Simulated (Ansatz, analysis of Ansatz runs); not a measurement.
# In_Se in monolayer InSe: energy, spin and levels

Question: what does In_Se cost in monolayer InSe, which spin state does it take, and where do its states lie against the vacuum level? Model: a cell of 32 host atoms with 1 Se taken out and 1 In put in, with vacuum above and below.

Main program and level: Ansatz 0.2.0; plane-wave PAW DFT, LDA; supercells relaxed in a periodic cell with vacuum, the primitive cell and the final single points with the Coulomb interaction cut along the normal.

## (1) Set-up

The cell holds 32 atoms: 17 In and 15 Se. Cell: a = 15.864 Å, b = 11.652 Å, c = 34.000 Å, α = 90.0°, β = 90.0°, γ = 109.9°. It derives from InSe (InSe monolayer (from C2/m)), repeated 4×2×1. Vacuum lies along c. Nearest the centre at fractional (0.458, 0.333, 0.451): In12 at 0.00 Å, In10 at 2.62 Å, In18 at 2.62 Å, In21 at 2.67 Å, Se11 at 3.96 Å, Se19 at 3.96 Å, Se4 at 3.97 Å, Se20 at 3.97 Å.

Coordinates:

```xyz
32
Lattice="15.8638 0.0000 0.0000 -3.9659 10.9566 0.0000 0.0000 0.0000 34.0000" Properties=species:S:1:pos:R:3
In    0.0000   -0.0485   17.3162
In    0.0000    2.6054   16.6838
Se    0.0000    4.3813   18.6729
Se    1.9830    3.6539   15.3271
In   -1.9830    5.4298   17.3162
In   -1.9830    8.0837   16.6838
Se   -1.9830    9.8596   18.6729
Se    0.0000    9.1322   15.3271
In    3.9659   -0.0485   17.3162
In    3.9659    2.6054   16.6838
Se    3.9659    4.3813   18.6729
In    5.9489    3.6539   15.3271
In    1.9830    5.4298   17.3162
In    1.9830    8.0837   16.6838
Se    1.9830    9.8596   18.6729
Se    3.9659    9.1322   15.3271
In    7.9319   -0.0485   17.3162
In    7.9319    2.6054   16.6838
Se    7.9319    4.3813   18.6729
Se    9.9149    3.6539   15.3271
In    5.9489    5.4298   17.3162
In    5.9489    8.0837   16.6838
Se    5.9489    9.8596   18.6729
Se    7.9319    9.1322   15.3271
In   11.8978   -0.0485   17.3162
In   11.8978    2.6054   16.6838
Se   11.8978    4.3813   18.6729
Se   13.8808    3.6539   15.3271
In    9.9149    5.4298   17.3162
In    9.9149    8.0837   16.6838
Se    9.9149    9.8596   18.6729
Se   11.8978    9.1322   15.3271
```

The cell's shortest repeat is 11.7 Å.

## (2) The perfect sheet

One layer is cut from the bulk crystal and relaxed, atoms and in-plane cell, with the Coulomb interaction cut along the normal so that the layer doesn't feel its images.

Contents of cell/input.yaml:

```yaml
crystal:
  lattice:
    - [4.11, 0.0, 0.0]
    - [-2.055, 5.867903, 0.0]
    - [0.0, 0.0, 27.095735]
  atoms:
    - { symbol: In, position: [0.0, 0.0, 0.5007978] }
    - { symbol: In, position: [0.2333629, 0.4667257, 0.4992022] }
    - { symbol: Se, position: [0.4078914, 0.8157828, 0.5571259] }
    - { symbol: Se, position: [0.8254715, 0.6509429, 0.4428741] }
  periodic: [true, true, false]
basis:
  ecutwfc: 420
  xc_grid: 2
hamiltonian:
  xc: lda
  pseudopotentials: { kind: paw, azcp: { folder: soft_1 }, xc_functional: pbe }
kpoints:
  mp_grid: { grid: [9, 9, 1] }
scf:
  occupations: { method: fermi_dirac, width: 0.02 }
  max_iter: 80
relax:
  f_tol: 0.005
  max_steps: 60
  cell: {}
output:
  forces: true
checkpoint:
  write: "../cell.run"
  compress: false
  write_wavefunctions: false
  write_every: 100000
```

Launch:

```console
$ ansatz run input.yaml --threads 32 --pin off --max-ram 84787MiB --backend cuda --events-out ev --progress --plain --runs-dir out --max-vram 78GiB
```

Numbers of over 12 decimals in the logs are rounded to 6 here.

The program printed:

```text
Warning: crystal.periodic: the lattice vector that does not repeat stood 0.000° off the slab's normal, 27.096 Å along it as the deck builds it. The run solves the slab on a vector along the normal, 29 [...]
crystal.periodic: the lattice vector that does not repeat stood 0.000° off the slab's normal, 27.096 Å along it as the deck builds it. The run solves the slab on a vector along the normal, 29.991 Å lo [...]
Engine: ansatz 0.2.0, aarch64-unknown-linux-gnu
[...]
Pseudopotential: In, paw, valence charge 13, recommended cutoff 420 eV (normal), soft_1/In.paw.azcp
Pseudopotential: Se, paw, valence charge 16, recommended cutoff 420 eV (normal), soft_1/Se.paw.azcp
Functional definition: SPW92
[...]
Crystal: 4 atoms, lattice volume = 723.307 Å³
Basis set: ecut = 420 eV, 14105 PW (Γ), exchange–correlation on 60×90×432 points (8 copies of the dense FFT grid, shifted against one another)
Bands: 35, of which v1, the nominal top of the filled ones, is band 29 counted from 1 (28 counted from 0)
[...]
Space group: C2/m (ITA 12), of the structure as read, at distance tolerance 9.0e-5 Å
k-points: 25 of 81
[...]
basis re-selected at this cell: Δ(F+E_penalty+E_count) = +1.076e-3 eV, ΔP = -0.003 N/m vs the last step (what re-selecting the basis moved, of the pressure what is left beyond the Pulay correction tha [...]
SCF converged after 8 iterations
Free energy (F): -21682.362515 eV
[...]
Fermi energy:    -4.768846 eV
--- Per-component energies (eV) ---
[...]
--- Forces (eV/Å), atoms counted from 1 ---
[...]
--- 2D stress c σ (N/m, compression-positive) ---
[...]
P = ½ c Tr σ = 0.0032 N/m
--- Band table (eV; the first three rows and the last of 25) ---
[...]
--- Relaxed structure (7 steps of the walk, 7 accepted, 1 SCFs on fresh bases) ---
[...]
```

Elapsed: 8.7 s, on 1 × NVIDIA GB200 with 32 threads of Arm Neoverse V2, shared host; peak memory 1.3 GiB; 28 s of CPU time.

The in-plane vectors went from 4.110 and 6.217 Å, as in the bulk, to 3.966 and 5.826 Å; the layer is 3.35 Å thick between its outer atoms.

## (3) Does the sheet stay flat and symmetric?

The defect-free supercell is relaxed from atoms displaced by 0.08 Å at random. A buckling or a charge-density wave of the sheet itself would otherwise be counted to the defect.

Contents of pristine.relax/input.yaml:

```yaml
crystal:
  lattice:
    - [15.8637644368, 0.0, 0.0]
    - [-3.9659411092, 10.95661188, 0.0]
    - [0.0, 0.0, 15.0]
  atoms:
    - { symbol: In, position: [-0.0011065387, -0.00442618, 0.5210829418] }
    - { symbol: In, position: [0.0594472637, 0.23778903, 0.4789170582] }
    - { symbol: Se, position: [0.0999682604, 0.3998730167, 0.6115274078] }
    - { symbol: Se, position: [0.2083724646, 0.3334898333, 0.3884725922] }
[... 22 atom lines left out ...]
    - { symbol: Se, position: [0.8499682604, 0.3998730167, 0.6115274078] }
    - { symbol: Se, position: [0.9583724646, 0.3334898333, 0.3884725922] }
    - { symbol: In, position: [0.7488934613, 0.49557382, 0.5210829418] }
    - { symbol: In, position: [0.8094472637, 0.73778903, 0.4789170582] }
    - { symbol: Se, position: [0.8499682604, 0.8998730167, 0.6115274078] }
    - { symbol: Se, position: [0.9583724646, 0.8334898333, 0.3884725922] }
basis:
  ecutwfc: 420
  xc_grid: 2
hamiltonian:
  xc: lda
  pseudopotentials: { kind: paw, azcp: { folder: soft_1 }, xc_functional: pbe }
kpoints:
  mp_grid: { grid: [2, 3, 1] }
scf:
  occupations: { method: fermi_dirac, width: 0.01 }
  max_iter: 80
output:
  forces: true
relax:
  f_tol: 0.015
  max_steps: 100
  random_displacement: { amplitude: 0.08, seed: 381 }
```

The program printed:

```text
[...]
Crystal: 32 atoms, lattice volume = 2607.197 Å³
Basis set: ecut = 420 eV, 50961 PW (Γ), exchange–correlation on 216×160×216 points (8 copies of the dense FFT grid, shifted against one another)
Bands: 279, of which v1, the nominal top of the filled ones, is band 232 counted from 1 (231 counted from 0)
[...]
k-points: 4 of 6 (time reversal used)
[...]
SCF iter   2: F=—  HF=-173458.385445 eV  |F-HF|=—  |Δ(HF+E_count)|=   1.09e-1  Δρ=1.67e-3  dr2=5.74e-2  ethr=8.67e-5  ⟨swp⟩=4.0  Hψ=1255  notcnv=0  defer=156
[...]
SCF iter   6: F=-173458.372575 eV  HF=-173458.372626 eV  |F-HF|=5.09e-5  |Δ(HF+E_count)|=   6.72e-6  Δρ=3.03e-5  dr2=6.29e-5  ethr=2.16e-8  ⟨swp⟩=2.5  Hψ=3849  notcnv=0
[...]
SCF 5 converged in 7 iterations: F = -173458.898191 eV  dr2 = 6.48e-8
[...]
relax step   5: F+E_penalty+E_count = -173458.89819056 eV  Δ(F+E_penalty+E_count) = -2.020e-3 eV  max|allowed force component| = 3.287e-3 eV/Å  Δτ_max = 0.0169 Å  (7 SCF iters, accepted)
SCF converged after 7 iterations
[...]
--- Forces (eV/Å), atoms counted from 1 ---
[...]
--- Relaxed structure (5 steps of the walk, 5 accepted, 0 SCFs on fresh bases) ---
[...]
```

It took 5.6 s on 1 × NVIDIA GB200 with 32 threads; peak memory 1.5 GiB; 21 s of CPU time.

At a 2×3×1 Γ-centred mesh the symmetric supercell lies within 1 meV an atom of the primitive cell's dense mesh.

It returns to the energy of the symmetric cell, so the symmetric sheet is kept as the host.

## (4) Band edges against the vacuum level

With the interaction cut along the normal, the potential far from the sheet is the zero of energy, so band edges and defect states of different cells share one scale, as long as a cell has no dipole along the normal.

Contents of host/input.yaml:

```yaml
crystal:
  lattice:
    - [3.9659411092, 0.0, 0.0]
    - [-1.9829705546, 5.47830594, 0.0]
    - [0.0, 0.0, 34.0]
  atoms:
    - { symbol: In, position: [-0.004426155, -0.00885236, 0.5093012978] }
    - { symbol: In, position: [0.237789055, 0.47557806, 0.4906987022] }
    - { symbol: Se, position: [0.3998730417, 0.7997460334, 0.5492032681] }
    - { symbol: Se, position: [0.8334898583, 0.6669796666, 0.4507967319] }
  periodic: [true, true, false]
basis:
  ecutwfc: 420
  xc_grid: 2
hamiltonian:
  xc: lda
  pseudopotentials: { kind: paw, azcp: { folder: soft_1 }, xc_functional: pbe }
kpoints:
  mp_grid: { grid: [8, 6, 1] }
  band_path: { path: [VBM, CBM], npoints: 1 }
scf:
  occupations: { method: fixed }
  max_iter: 80
output:
  forces: true
  eigenvalues: true
  write_potential: true
  volumetric_format: npy
```

The program printed:

```text
Warning: crystal.symmetry: narrowed to the stabiliser of the k-point mesh — unitary ops 4 → 2; excluded 2 operations that carry a point of the 8×6×1 mesh (shift [0, 0, 0]) off the mesh (the run sample [...]
[...]
Crystal: 4 atoms, lattice volume = 738.706 Å³
Basis set: ecut = 420 eV, 14485 PW (Γ), exchange–correlation on 54×80×480 points (8 copies of the dense FFT grid, shifted against one another)
Bands: 35, of which v1, the nominal top of the filled ones, is band 29 counted from 1 (28 counted from 0)
[...]
k-points: 26 of 48
[...]
SCF iter   2: F=—  HF=-21682.433155 eV  |F-HF|=—  |Δ(HF+E_count)|=   5.83e-1  Δρ=5.40e-3  dr2=2.82e-1  ethr=3.10e-3  ⟨swp⟩=4.7  Hψ=1996  notcnv=0  defer=104
[...]
SCF iter   7: F=—  HF=-21682.362301 eV  |F-HF|=—  |Δ(HF+E_count)|=   1.82e-4  Δρ=1.18e-5  dr2=1.12e-6  ethr=1.53e-8  ⟨swp⟩=3.3  Hψ=1829  notcnv=0  defer=104
SCF iter   8: F=-21682.362301 eV  HF=-21682.362301 eV  |F-HF|=2.50e-9  |Δ(HF+E_count)|=   1.49e-7  Δρ=2.46e-6  dr2=4.20e-8  ethr=1.72e-10  ⟨swp⟩=30.7  Hψ=11576  notcnv=0
SCF 1 converged in 8 iterations: F = -21682.362301 eV  dr2 = 4.20e-8
[...]
SCF converged after 8 iterations
Free energy (F): -21682.362301 eV
[...]
Fermi energy:    -5.596695 eV
[...]
--- Forces (eV/Å), atoms counted from 1 ---
[...]
--- Band table (eV; the first three rows and the last of 26) ---
[...]
```

The job ended after 5.1 s (1 × NVIDIA GB200 with 32 threads; peak memory 1.4 GiB; 12 s of CPU time).

No search for the edges ended, so they are those of this mesh alone, and the true gap can be smaller. The valence top lies 5.60 eV and the conduction bottom 3.95 eV below the vacuum level: a gap of 1.65 eV.

(Part 1 of 2 ends here.)

[Logs are printed without paths, hosts, clocks, repeated set-up lines and the standing remarks that a program may print on its own settings, such as how far it seeks lower states.]

[Hosts, paths, dates, database ids (printed as entryN), source tags and the programs' standing remarks are cut or masked in the printed files.]

[Maps of the electrostatic potential energy from Ansatz leave out the sawtooth potential of an applied field or a dipole correction, so their vacuum need not be flat.]
